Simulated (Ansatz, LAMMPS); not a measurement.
# Relaxing amorphous Si0.9Ge0.1 (71 atoms), part 4 of 4

Aim: bring amorphous Si0.9Ge0.1 (71 atoms) to a nearby minimum of the energy and see what moves.

Ansatz 0.2.0; Kohn-Sham DFT, PBEsol, PAW (set soft_2), plane waves.

The cell: 64 Si and 7 Ge. The quench rate of 100 K/ps is many orders above laboratory rates. The network of bonds at the start is that of the classical potential that made the cell. Sampling is at Γ alone, for a cell whose shortest periodic width is 11 Å.

So far. Step 4 (Relaxation): The relaxation changed the energy by -132 meV/atom, and atoms moved by 0.67 Å r.m.s., 2.1 Å at most.

## (6) Single point at the relaxed geometry (continued)

Valence density in the ab plane at fractional z = 0.028, with atoms of Si and Ge within 0.2 Å of it. It is the smooth field of the valence electrons, not physical close to the nuclei.

Ten steps, logarithmic in the rise over the least value, from '_' (0 e/Å³) to '@' (25 e/Å³), each cell a mean:
```
____________________________..........::::::::..__......________
..........____________________..........................________
--**++--..____________________..........______........________..
**@@@@++::..________________..........______________________..::
==####==....______________....::::....______________________..::
..::::::..........________....::::....________________________..
____......::::::....________..........__________________________
________..::----::..____________........________________________
________....::::....______________........____________........__
__________....::....____________....::::....________............
..________....::::....__________....::......________............
........................________..........__________........::::
::......::::::..__..::......__________________________........::
........::::::..................__________________________......
..____............................____________________________..
..........______________..............________________________..
........__________________......................________________
........__________________......__..::....................____..
..................________..::..................................
........::::..................::......________........__........
____....::..____..::................____________................
______............::..................________....::::::....____
________........................................::::::....______
__________....____________....::........::..::......::..________
```
Columns run along a (11.5 Å), rows up along b (11.5 Å). Atoms in or near the plane, at fractional coordinates: Si at (0.25, 0.49), Si at (0.21, 0.13), Si at (0.50, 0.26), Si at (0.85, 0.16), Si at (0.76, 0.98), Si at (0.05, 0.41), Ge at (0.05, 0.84).

Mean Löwdin charges: Ge -0.03, Si +0.05 e (they miss 0.89 % of the electrons, so they add up to more than the cell's charge). Charges this small depend on the projection, at times even in sign. Within 0.4 eV of the Fermi level the largest share is Si p (64 % of the projected weight).

Local excerpt of 10 atoms (numbers count through the whole input) about Si17, picked at random; x, y, z are measured from there.

```csv
atom,x,y,z,distance (Å),bonds,Löwdin charge (e)
Si17,0.00,0.00,0.00,0.00,3,0.11
Si36,0.13,-1.08,2.00,2.28,5,0.09
Si60,1.78,1.44,-0.49,2.34,4,0.04
Si31,-1.06,-0.64,-1.99,2.34,5,0.04
Si58,-1.86,0.23,2.56,3.18,4,0.07
Ge65,-1.81,-2.49,1.15,3.29,4,-0.06
Si42,2.26,0.29,-2.43,3.33,4,0.10
Si53,-3.11,0.46,-1.47,3.47,4,0.06
Si56,2.02,0.21,2.87,3.51,4,0.03
Si18,0.77,3.58,-0.70,3.73,4,0.03
```

The column of bonds counts only the pairs Si-Si within 2.88 Å, Si-Ge within 2.73 Å, Ge-Ge within 3.02 Å; other neighbours, such as metal atoms beside each other in a compound, aren't counted, and periodic images can show an atom twice.

## (7) Changed: hamiltonian.xc = "revpbe"

This functional strengthens the gradient correction of exchange, which tends to weaken binding against PBE. Changed here: hamiltonian.xc = "revpbe".

This step: Kohn-Sham DFT, revPBE, PAW (set soft_2), plane waves (Ansatz 0.2.0).

File input.yaml:

```yaml
crystal:
  lattice:
    - [11.4616, 0.0, 0.0]
    - [0.0, 11.4616, 0.0]
    - [0.0, 0.0, 11.4616]
  atoms:
    [... the 71 atom lines of step 3 ...]
kpoints:
  mp_grid: { grid: [1, 1, 1] }
hamiltonian:
  xc: revpbe
scf:
  occupations: { method: gaussian, width: 0.025 }
output:
  forces: true
  stress: true
  populations: true
  dos:
    method: { smearing: { sigma: 0.15 } }
    de: 0.1
    projected: { site_lists: { Ge: [Ge], Si: [Si] } }
  eigenvalues: true
```

On the command line:

```bash
$ ansatz run input.yaml --threads 4 --pin off --max-ram 8192MiB --backend cpu --events-out ev --progress --plain --runs-dir out
```

Numbers of over 12 decimals in the logs are rounded to 6 here.

The log of the run:

```text
[...]
Crystal: 71 atoms, lattice volume = 1505.691 Å³
Basis set: ecut = 420 eV, 29423 PW (Γ), exchange–correlation on 160×160×160 points (8 copies of the dense FFT grid, shifted against one another)
Bands: 248, of which v1, the nominal top of the filled ones, is band 177 counted from 1 (176 counted from 0)
Symmetry: 1 space group operations
[...]
k-points: 1
[...]
SCF iter   1: F=—  HF=-70898.599046 eV  |F-HF|=—  |Δ(HF+E_count)|=         —  Δρ=5.17e-3  dr2=1.20e0  ethr=1.77e-3  ⟨swp⟩=6.0  Hψ=1089  notcnv=0  defer=28
[...]
SCF iter  10: F=-70898.429828 eV  HF=-70898.429828 eV  |F-HF|=5.63e-8  |Δ(HF+E_count)|=   6.56e-9  Δρ=1.45e-6  dr2=9.28e-8  ethr=2.82e-11  ⟨swp⟩=15.0  Hψ=1419  notcnv=0
SCF 1 converged in 10 iterations: F = -70898.429828 eV  dr2 = 9.28e-8
[...]
SCF converged after 10 iterations
Free energy (F): -70898.429828 eV
[...]
Internal energy: -70898.415774 eV  (E = F + TS)
E sigma→0 (E₀):  -70898.422801 eV
Entropy (-TS):   -0.014053 eV (-0.198 meV/atom)
Fermi energy:    6.241264 eV
[...]
--- Forces (eV/Å), atoms counted from 1 ---
  atom   1  Si     0.15820633     0.19434292    -0.37290859
  atom   2  Si    -0.40846148    -0.34836948     0.00621512
  atom   3  Si    -0.08791505     0.76464603     0.05587823
  atom   4  Si    -0.57569156     0.32837217     0.56088436
  atom   5  Si    -0.29664115    -0.57538055     0.04607671
  atom   6  Si    -0.00484225    -0.21595093     0.32439768
  atom   7  Si    -1.00408519     0.07161573     0.52395987
  atom   8  Si    -0.19944850     1.53016267     0.43884495
  atom   9  Si     0.10132899     0.24318856     0.77992371
  atom  10  Si    -0.40181154     0.07070483    -0.41010047
  atom  11  Si     0.23262218     0.01040127    -0.21487669
  atom  12  Si    -1.58384118    -0.25839359     0.10949380
  atom  13  Si    -0.03283688    -0.00244993     0.25030482
  atom  14  Si     0.09831242     0.10596048     0.12741225
[...]
atom  70  Ge     0.31460986     0.80143484    -0.46966776
  atom  71  Ge     0.08709955    -0.21382564    -0.33025649
  max |Σ_I F_I| component: 4.05e-5 eV/Å
--- Stress (GPa, compression-positive) ---
       -0.971691       0.186242      -0.668806
        0.186242      -0.957811      -0.015449
       -0.668806      -0.015449       0.392207
  P = ⅓ Tr σ = -0.5124 GPa (-5.124 kbar)
--- Band table (eV) ---
[...]
--- Löwdin populations: 71 sites ---
  site symbol       q [e]
     0     Si      3.9613
     1     Si      3.8926
     2     Si      3.9067
[...]
70     Ge     14.0059
  spilling = 0.009726 (of n_electrons = 354.000000)
```

The job ended after 25 s (4 threads of Arm Neoverse N1, shared host; peak memory 1.5 GiB; 94 s of CPU time).

Geometry and reference: those of the single point at the start.

Forces differ from those of the single point at the start by 30 meV/Å r.m.s., 6.7 % of their size; the pressure by +2.8 GPa. It took 0.89 times the reference's time (shared host, so rough).

## (8) Outcome

```
energy change in the relaxation                  : -131.5 meV/atom
r.m.s. displacement                              : 0.674 Å
largest displacement                             : 2.144 Å
free energy per atom                             : -979.3143 eV/atom
pressure                                         : -1.56 GPa
r.m.s. force component                           : 0.00606 eV/Å
gap (highest filled to lowest empty level) : 0.3247 eV
wall time of the 4 DFT runs                      : 12 min
```

What this shows: Relaxation lowers the energy by 132 meV/atom and moves atoms by 0.67 Å r.m.s.; the r.m.s. force component goes from 0.45 to 0.0061 eV/Å, the pressure goes from -3.4 to -1.6 GPa. By the final cutoffs 18 of 152 bonded pairs parted and 10 joined. First to last step the energy falls by 9.337 eV; the largest move, 2.14 Å, is that of Si63. The Si-Si bonds go from 2.456 Å (spread 0.096) to 2.397 Å (spread 0.064), and their number from 125 to 120. By these cutoffs 57 % of Ge atoms have 4 and 89 % of Si atoms have 4 bonded neighbours. Between filled and empty levels lie 0.325 eV (at Γ alone); a semilocal functional tends to put such gaps too low. In a disordered cell it changes from sample to sample, and tail or defect levels can set it.

**Limits.** The starting topology of bonds comes from the classical model; in DFT 18 of its 152 bonded pairs passed out of the cutoffs and 10 came within them. The pressure of -1.6 GPa shows the cell to be stretched for this functional.

[Logs are printed without paths, hosts, clocks, repeated set-up lines and the standing remarks that a program may print on its own settings, such as how far it seeks lower states.]

[Hosts, paths, dates, database ids (printed as entryN), source tags and the programs' standing remarks are cut or masked in the printed files.]
